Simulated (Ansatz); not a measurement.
## KMgF3 (model cell, started as cubic perovskite with Mg in the octahedra): the cell at rest

Wanted: the relaxed cell of KMgF3 (model cell, started as cubic perovskite with Mg in the octahedra).

Calculated with Ansatz 0.2.0; DFT PBEsol, scalar-relativistic, plane waves, PAW; PAW set soft_1.

### 1. The starting structure

Symmetry: Pm-3m, No. 221, cubic system. Conventional cell: a = 4.018 Å, b = 4.018 Å, c = 4.018 Å, α = 90.00°, β = 90.00°, γ = 90.00°. K has 12 F at 2.84 Å nearest. Nearest to Mg lie 6 F at 2.01 Å. Nearest to F lie 2 Mg at 2.01 Å and 4 K at 2.84 Å. Farther neighbours and most contacts between anions are not listed.

Coordinates:

```cif
data_structure
_symmetry_space_group_name_H-M 'P 1'
_symmetry_Int_Tables_number 1
_cell_length_a 4.0180
_cell_length_b 4.0180
_cell_length_c 4.0180
_cell_angle_alpha 90.000
_cell_angle_beta 90.000
_cell_angle_gamma 90.000
_cell_volume 64.87
loop_
_atom_site_label
_atom_site_type_symbol
_atom_site_fract_x
_atom_site_fract_y
_atom_site_fract_z
_atom_site_occupancy
K1 K 0.00000 0.00000 0.00000 1
Mg2 Mg 0.50000 0.50000 0.50000 1
F3 F 0.50000 0.50000 0.00000 1
F4 F 0.50000 0.00000 0.50000 1
F5 F 0.00000 0.50000 0.50000 1
```

### 2. A coarse first look

First a cheap look: the gap decides the mesh and the occupations, the pressure tells how far the cell has to move.

input.yaml reads:

```yaml
crystal:
  lattice:
    - [4.018, 0.0, 0.0]
    - [0.0, 4.018, 0.0]
    - [0.0, 0.0, 4.018]
  atoms:
    - { symbol: K, position: [0.0, 0.0, 0.0] }
    - { symbol: Mg, position: [0.5, 0.5, 0.5] }
    - { symbol: F, position: [0.5, 0.5, 0.0] }
    - { symbol: F, position: [0.5, 0.0, 0.5] }
    - { symbol: F, position: [0.0, 0.5, 0.5] }
kpoints:
  mp_grid: { grid: [4, 4, 4] }
hamiltonian:
  xc: pbesol
  pseudopotentials: { kind: paw, azcp: { folder: soft_1 }, xc_functional: pbe }
scf:
  occupations: { method: gaussian, width: 0.1 }
output:
  forces: true
  stress: true
  eigenvalues: true
```

Command:

```console
$ ansatz run input.yaml --threads 4 --pin off --max-ram 16384MiB --backend cpu --events-out ev --progress --plain --runs-dir out
```

Numbers of over 12 decimals in the logs are rounded to 6 here.

Log:

```text
Engine: ansatz 0.2.0, aarch64-unknown-linux-gnu
Pseudopotentials: kind: paw
Pseudopotential: K, paw, valence charge 9, recommended cutoff 420 eV (normal), soft_1/K.paw.azcp
Pseudopotential: Mg, paw, valence charge 10, recommended cutoff 420 eV (normal), soft_1/Mg.paw.azcp
Pseudopotential: F, paw, valence charge 7, recommended cutoff 420 eV (normal), soft_1/F.paw.azcp
Functional definition: PBEsol
  exchange = pbesol_x
[...]
--- Band table (eV; the first three rows and the last of 10) ---
  k-point 0: bands = [... 16 lower, 1.8819, 2.1698, 2.1698, 2.1698, 9.4640, 12.4194, 12.4194, 14.5533]
  k-point 1: bands = [... 16 lower, 1.7691, 1.7691, 2.0685, 2.0685, 10.4731, 12.9088, 12.9389, 14.8172]
  k-point 2: bands = [... 16 lower, 1.6463, 1.6463, 1.9721, 1.9721, 12.3146, 12.5590, 13.4409, 15.0850]
  k-point 9: bands = [... 16 lower, 1.3955, 2.4922, 2.4922, 2.4922, 12.7217, 12.7217, 12.7217, 16.1120]
[key lines of the parts left out:]
SCF converged after 8 iterations
Free energy (F): -5837.494836 eV
Fermi energy:    5.978915 eV
P = ⅓ Tr σ = -1.3346 GPa (-13.346 kbar)
```

Wall time 0.47 s (4 threads of Arm Neoverse V2, shared host); peak memory 0.29 GiB.

A gap read on the k-mesh alone can miss the band edges.

Numbers from this step:

| Item | Value |
| --- | --- |
| pressure | -1.335 GPa |
| gap on the k-mesh | 6.972 eV |
| volume per atom | 12.97 Å³ |
| direct gap on mesh | 7.294 eV |

The coarse mesh shows a gap of 6.97 eV and a pressure of -1.3 GPa.

### 3. Relaxation

The cell and atoms are relaxed, since residual forces and stress would shift the frequencies.

input.yaml, the sections that differ from step 2:

```yaml
kpoints:
  mp_grid: { grid: [6, 6, 6] }
scf:
  occupations: { method: gaussian, width: 0.02 }
output:
  forces: true
  stress: true
  eigenvalues: true
  write_density: true
  write_potential: true
  elf: true
  volumetric_format: npy
relax:
  adjacent_minimum: "off"
  f_tol: 0.005
  max_steps: 80
  cell: { stress_tol: 0.05 }
# crystal, hamiltonian: as in step 2
```

Log:

```text
[...]
Crystal: 5 atoms, lattice volume = 64.868 Å³
Basis set: ecut = 420 eV, 1309 PW (Γ), exchange–correlation on 54×54×54 points (8 copies of the dense FFT grid, shifted against one another)
Bands: 25, of which v1, the nominal top of the filled ones, is band 20 counted from 1 (19 counted from 0)
Symmetry: 48 space group operations
[...]
k-points: 20 of 216
[...]
SCF iter   1: F=—  HF=-5841.256614 eV  |F-HF|=—  |Δ(HF+E_count)|=         —  Δρ=1.50e-1  dr2=1.15e1  ethr=3.10e-3  ⟨swp⟩=6.6  Hψ=2618  notcnv=0
[...]
SCF iter   8: F=-5837.495093 eV  HF=-5837.495093 eV  |F-HF|=1.57e-8  |Δ(HF+E_count)|=   7.44e-7  Δρ=6.29e-6  dr2=2.54e-8  ethr=2.50e-10  ⟨swp⟩=14.7  Hψ=4042  notcnv=0
SCF 1 converged in 8 iterations: F = -5837.495093 eV  dr2 = 2.54e-8
[...]
relax step   1: F+E_penalty+E_count = -5837.49509343 eV  Δ(F+E_penalty+E_count) = +0.000e0 eV  max|allowed force component| = 1.426e-28 eV/Å  Δτ_max = 0.0000 Å  P = -1.335 GPa  Ω = 64.868 Å³  (8 SCF iters, dr2 threshold 1.00e-7 eV, accepted)
Crystal: 5 atoms, lattice volume = 64.316 Å³
Basis set: ecut = 420 eV, 1237 PW (Γ), exchange–correlation on 54×54×54 points (8 copies of the dense FFT grid, shifted against one another)
[...]
iter 1 solved again at ethr=5.03e-7 eV; its pass at ethr=3.10e-3 eV (dr2=2.01e-4 eV) is discarded
[...]
SCF iter   5: F=-5837.499811 eV  HF=-5837.499811 eV  |F-HF|=2.56e-8  |Δ(HF+E_count)|=   7.67e-8  Δρ=9.54e-6  dr2=3.46e-8  ethr=1.25e-9  ⟨swp⟩=8.8  Hψ=3636  notcnv=0
SCF 2 converged in 5 iterations: F = -5837.499811 eV  dr2 = 3.46e-8
relax step   2: F+E_penalty+E_count = -5837.49981132 eV  Δ(F+E_penalty+E_count) = -4.718e-3 eV  max|allowed force component| = 5.890e-30 eV/Å  Δτ_max = 0.0000 Å  P = -0.720 GPa  Ω = 64.316 Å³  energy of the carried Pulay correction = +1.168e-3 eV  (5 SCF iters, dr2 threshold 5.00e-7 eV, accepted)
Crystal: 5 atoms, lattice volume = 63.680 Å³
[...]
SCF iter   5: F=-5837.502571 eV  HF=-5837.502570 eV  |F-HF|=3.17e-8  |Δ(HF+E_count)|=   9.31e-8  Δρ=1.09e-5  dr2=4.80e-8  ethr=1.25e-9  ⟨swp⟩=9.1  Hψ=3648  notcnv=0
SCF 3 converged in 5 iterations: F = -5837.502571 eV  dr2 = 4.80e-8
relax step   3: F+E_penalty+E_count = -5837.50257053 eV  Δ(F+E_penalty+E_count) = -2.759e-3 eV  max|allowed force component| = 4.523e-29 eV/Å  Δτ_max = 0.0000 Å  P = +0.019 GPa  Ω = 63.680 Å³  energy of the carried Pulay correction = +2.524e-3 eV  (5 SCF iters, dr2 threshold 5.00e-7 eV, accepted)
[...]
relax step   4: F+E_penalty+E_count = -5837.50049465 eV  Δ(F+E_penalty+E_count) = +2.076e-3 eV  max|allowed force component| = 5.012e-29 eV/Å  Δτ_max = 0.0000 Å  P = -0.060 GPa  Ω = 63.680 Å³  stress off target by 5.96e-2 GPa  SCF on the basis re-selected at this cell (its energy is not comparable with the rows above)  (6 SCF iters)
[...]
relax step   5: F+E_penalty+E_count = -5837.50061131 eV  Δ(F+E_penalty+E_count) = -1.167e-4 eV  max|allowed force component| = 6.810e-30 eV/Å  Δτ_max = 0.0000 Å  P = -0.000 GPa  Ω = 63.630 Å³  energy of the carried Pulay correction = +1.072e-4 eV  (4 SCF iters, dr2 threshold 8.89e-9 eV, accepted)
[...]
SCF iter   6: F=-5837.500535 eV  HF=-5837.500535 eV  |F-HF|=2.00e-11  |Δ(HF+E_count)|=  5.09e-11  Δρ=3.99e-7  dr2=3.30e-11  ethr=1.00e-12  ⟨swp⟩=5.1  Hψ=2085  notcnv=0
SCF 6 converged in 6 iterations: F = -5837.500535 eV  dr2 = 3.30e-11
relax step   6: F+E_penalty+E_count = -5837.50053452 eV  Δ(F+E_penalty+E_count) = +7.679e-5 eV  max|allowed force component| = 4.076e-30 eV/Å  Δτ_max = 0.0000 Å  P = -0.002 GPa  Ω = 63.630 Å³  stress off target by 2.18e-3 GPa  SCF on the basis re-selected at this cell (its energy is not comparable with the rows above)  (6 SCF iters)
[...]
SCF converged after 6 iterations
Free energy (F): -5837.500535 eV
[...]
Internal energy: -5837.500535 eV  (E = F + TS)
E sigma→0 (E₀):  -5837.500535 eV
Fermi energy:    6.226325 eV
[...]
--- Stress (GPa, compression-positive) ---
       -0.002184      -0.000000       0.000000
       -0.000000      -0.002184       0.000000
        0.000000       0.000000      -0.002184
  P = ⅓ Tr σ = -0.0022 GPa (-0.022 kbar)
--- Band table (eV; the first three rows and the last of 20) ---
  k-point 0: bands = [... 16 lower, 2.0418, 2.3479, 2.3479, 2.3479, 9.7816, 12.6216, 12.6216, 14.7788, ... 1 higher]
  k-point 1: bands = [... 16 lower, 1.9846, 2.0852, 2.2944, 2.2944, 10.2666, 12.8678, 12.9067, 14.9075, ... 1 higher]
  k-point 2: bands = [... 16 lower, 1.8652, 1.8652, 2.1902, 2.1902, 11.4481, 13.3461, 13.3890, 15.2074, ... 1 higher]
  k-point 19: bands = [... 16 lower, 1.5581, 2.6710, 2.6710, 2.6710, 12.9744, 12.9744, 12.9744, 16.4502, ... 1 higher]
--- Relaxed structure (4 steps of the walk, 4 accepted, 2 SCFs on fresh bases) ---
  F+E_penalty+E_count = -5837.50053452 eV   max|allowed force component| = 4.076e-30 eV/Å   (the final SCF, on the basis selected at the relaxed cell)
  cell:  # Å, volume = 63.6296 Å³
    - [3.992269, 0, 0]
    - [0, 3.992269, 0.0]
    - [0.0, 0.0, 3.992269]
  atoms:
    - { symbol: K, position: [0, 0, 0] }
    - { symbol: Mg, position: [0.5, 0.5, 0.5] }
    - { symbol: F, position: [0.5, 0.5, 0] }
    - { symbol: F, position: [0.5, 0, 0.5] }
    - { symbol: F, position: [0, 0.5, 0.5] }
```

It took 3.5 s on 4 threads; peak memory 0.34 GiB; 12 s of CPU time.

The steps of the relaxation:

| step | energy less that of the first step (eV) | largest force component (eV/Å) | pressure (GPa) | volume (Å³) |
| --- | --- | --- | --- | --- |
| 1 | 0.0000 | 0.0000 | -1.34 | 64.87 |
| 2 | -0.0047 | 0.0000 | -0.72 | 64.32 |
| 3 | -0.0075 | 0.0000 | 0.02 | 63.68 |
| 4* | -0.0054 | 0.0000 | -0.06 | 63.68 |
| 5 | -0.0055 | 0.0000 | 0.00 | 63.63 |
| 6* | -0.0054 | 0.0000 | 0.00 | 63.63 |

Relaxation steps marked * repeat the geometry before them on a plane-wave basis chosen anew for their cell, so energy and pressure can jump there.

Forces are held to the 48 operations that the run works with; a distortion that breaks them can't arise in this run.

```
conventional cell, symmetrised  before  after  change
                         a (Å)   4.018  3.992  -0.6 %
                         b (Å)   4.018  3.992  -0.6 %
                         c (Å)   4.018  3.992  -0.6 %
              volume (Å³/atom)   12.97  12.73  -1.9 %
```

The relaxed structure:

```xyz
5
Lattice="3.9923 0.0000 0.0000 0.0000 3.9923 0.0000 0.0000 0.0000 3.9923" Properties=species:S:1:pos:R:3 pbc="T T T"
K     0.0000    0.0000    0.0000
Mg    1.9961    1.9961    1.9961
F     1.9961    1.9961    0.0000
F     1.9961    0.0000    1.9961
F     0.0000    1.9961    1.9961
```

This step gave:

```yaml
pressure: -0.002184 GPa
gap_on_the_k_mesh: 7.111 eV
volume_per_atom: 12.73 Å³
direct_gap_on_mesh: 7.434 eV
```

Valence density in the ac plane at fractional y = 0.500, with atoms of Mg and F within 0.2 Å of it. It is the smooth field of the valence electrons, not physical close to the nuclei.

Ten steps, logarithmic in the rise over the least value, from '_' (0 e/Å³) to '@' (26 e/Å³), each cell a mean:
```
________::++####**==..______
________..--++++==::..______
__________..::::::..________
::....______......______....
==--::..__..--==--..__..::==
##**--....==##%%##--..::==**
%%##==::..**@@@@%%==..::++##
##**==::..++%%@@##--..::++##
++==::..__::++**==..__..--++
::::..______......______..::
__________..::::....________
________..::====--::..______
________::==**##**--..______
________::++##%%##==::______
```
Columns run along a (4.0 Å), rows up along c (4.0 Å). Atoms in or near the plane, at fractional coordinates: Mg at (0.50, 0.50), F at (0.50, 0.00), F at (0.00, 0.50).

Electrostatic potential energy in the ac plane at fractional y = 0.500, with atoms of Mg and F within 0.2 Å of it. With pseudopotentials it is smooth inside the atoms' cores, unlike the true potential.

Ten even steps from '_' (-68 eV) to '@' (10 eV), each cell a mean:
```
@@@@@@@@@@**==--==##@@@@@@@@
@@@@@@@@@@%%**++**@@@@@@@@@@
@@@@@@@@@@@@@@%%@@@@@@@@@@@@
@@@@@@@@@@@@%%%%%%@@@@@@@@@@
##%%@@@@%%##++==**%%@@@@@@##
==++##@@%%==..__..**%%@@**==
--==**@@##::______==%%%%++--
--==##@@%%==____..++%%@@**==
++##@@@@%%**==::==##@@@@%%**
@@@@@@@@@@%%%%##%%%%@@@@@@@@
@@@@@@@@@@@@@@@@@@@@@@@@@@@@
@@@@@@@@@@@@##**##@@@@@@@@@@
@@@@@@@@@@##====++%%@@@@@@@@
@@@@@@@@@@++----==##@@@@@@@@
```
Columns run along a (4.0 Å; values clipped at the 3rd and 97th percentile), rows up along c (4.0 Å). Atoms in or near the plane, at fractional coordinates: Mg at (0.50, 0.50), F at (0.50, 0.00), F at (0.00, 0.50).

ELF in the ac plane at fractional y = 0.500, with atoms of Mg and F within 0.2 Å of it. It is the smooth field of the valence electrons, not physical close to the nuclei.

Ten even steps from '_' (0.01) to '@' (0.79), each cell a mean:
```
______==%%@@@@%%@@@@##::____
______::**@@@@@@@@%%++..____
--::____::**######==..__..::
##**--..__........____..++##
@@@@##--____::::::____==%%@@
%%@@@@++__::------::..##@@@@
**%%@@**..--::..--::..##@@%%
%%@@@@++..----::--::..##@@@@
@@@@%%==__..----::__..**@@@@
%%%%++..____....______::**%%
==--..__..==++**++--..__::==
______..++%%@@@@@@##--______
______--%%@@@@%%@@@@**::____
______==%%@@%%**%%@@##--____
```
Columns run along a (4.0 Å), rows up along c (4.0 Å). Atoms in or near the plane, at fractional coordinates: Mg at (0.50, 0.50), F at (0.50, 0.00), F at (0.00, 0.50).

In this step the volume went from 12.97 to 12.73 Å³/atom.

### 4. Tight relaxation

Phonons need a cell at rest on their own settings, so the relaxation is repeated with tight tolerances on forces and stress, using the mesh and the filling of the phonon run that follows.

input.yaml reads:

```yaml
crystal:
  lattice:
    - [3.9922685155, 0.0, 0.0]
    - [0.0, 3.9922685155, 0.0]
    - [0.0, 0.0, 3.9922685155]
  atoms:
    - { symbol: K, position: [0.0, 0.0, 0.0] }
    - { symbol: Mg, position: [0.5, 0.5, 0.5] }
    - { symbol: F, position: [0.5, 0.5, 0.0] }
    - { symbol: F, position: [0.5, 0.0, 0.5] }
    - { symbol: F, position: [0.0, 0.5, 0.5] }
kpoints:
  mp_grid: { grid: [8, 8, 8] }
hamiltonian:
  xc: pbesol
  pseudopotentials: { kind: paw, azcp: { folder: soft_1 }, xc_functional: pbe }
scf:
  occupations: { method: fixed }
output:
  forces: true
  stress: true
  eigenvalues: true
relax:
  adjacent_minimum: "off"
  f_tol: 0.001
  max_steps: 60
  cell: { stress_tol: 0.01 }
```

Log:

```text
[...]
Crystal: 5 atoms, lattice volume = 63.630 Å³
Basis set: ecut = 420 eV, 1237 PW (Γ), exchange–correlation on 54×54×54 points (8 copies of the dense FFT grid, shifted against one another)
Bands: 25, of which v1, the nominal top of the filled ones, is band 20 counted from 1 (19 counted from 0)
[... 1 set-up line as in the run before ...]
[...]
k-points: 35 of 512
[...]
--- Relaxed structure (1 steps of the walk, 1 accepted, 1 SCFs on fresh bases) ---
[...]
cell:  # Å, volume = 63.6296 Å³
    - [3.9922685155, 0.0, 0.0]
    - [0.0, 3.9922685155, 0.0]
    - [0.0, 0.0, 3.9922685155]
  atoms:
    - { symbol: K, position: [0.0, 0.0, 0.0] }
    - { symbol: Mg, position: [0.5, 0.5, 0.5] }
    - { symbol: F, position: [0.5, 0.5, 0.0] }
    - { symbol: F, position: [0.5, 0.0, 0.5] }
    - { symbol: F, position: [0.0, 0.5, 0.5] }
[key lines of the parts left out:]
SCF converged after 9 iterations
Free energy (F): -5837.500400 eV
Fermi energy:    2.670953 eV
P = ⅓ Tr σ = -0.0028 GPa (-0.028 kbar)
```

Wall time 2.1 s (4 threads); peak memory 0.36 GiB; 7.5 s of CPU time.

Little changed from the start: no atom moved by 0.005 Å and no cell edge by 0.1 %.

Numbers from this step:

```yaml
pressure: -0.002812 GPa
```

The forces vanish by symmetry and the pressure is -0.003 GPa, within the tolerances set. The cell now holds 12.73 Å³/atom.

### 5. Summary of results

```yaml
space_group_after_relaxation_within_0p01_a: Pm-3m
lattice_constant_a: 3.992 Å
lattice_constant_b: 3.992 Å
lattice_constant_c: 3.992 Å
volume_per_atom: 12.7 Å³
gap_on_the_k_mesh: 7.11 eV
```

What this shows: The forces vanish by symmetry and the pressure is -0.003 GPa, within the tolerances set. The cell now holds 12.73 Å³/atom. The relaxation keeps the symmetry of its start, so it says nothing on stability against lower symmetry. The PAW files were made for PBE and serve the other functionals too. The starting cell was built on a prototype and not taken from a measurement, so the phase need not exist.

[Logs are printed without paths, hosts, clocks, repeated set-up lines and the standing remarks that a program may print on its own settings, such as how far it seeks lower states.]

[Hosts, paths, dates, database ids (printed as entryN), source tags and the programs' standing remarks are cut or masked in the printed files.]
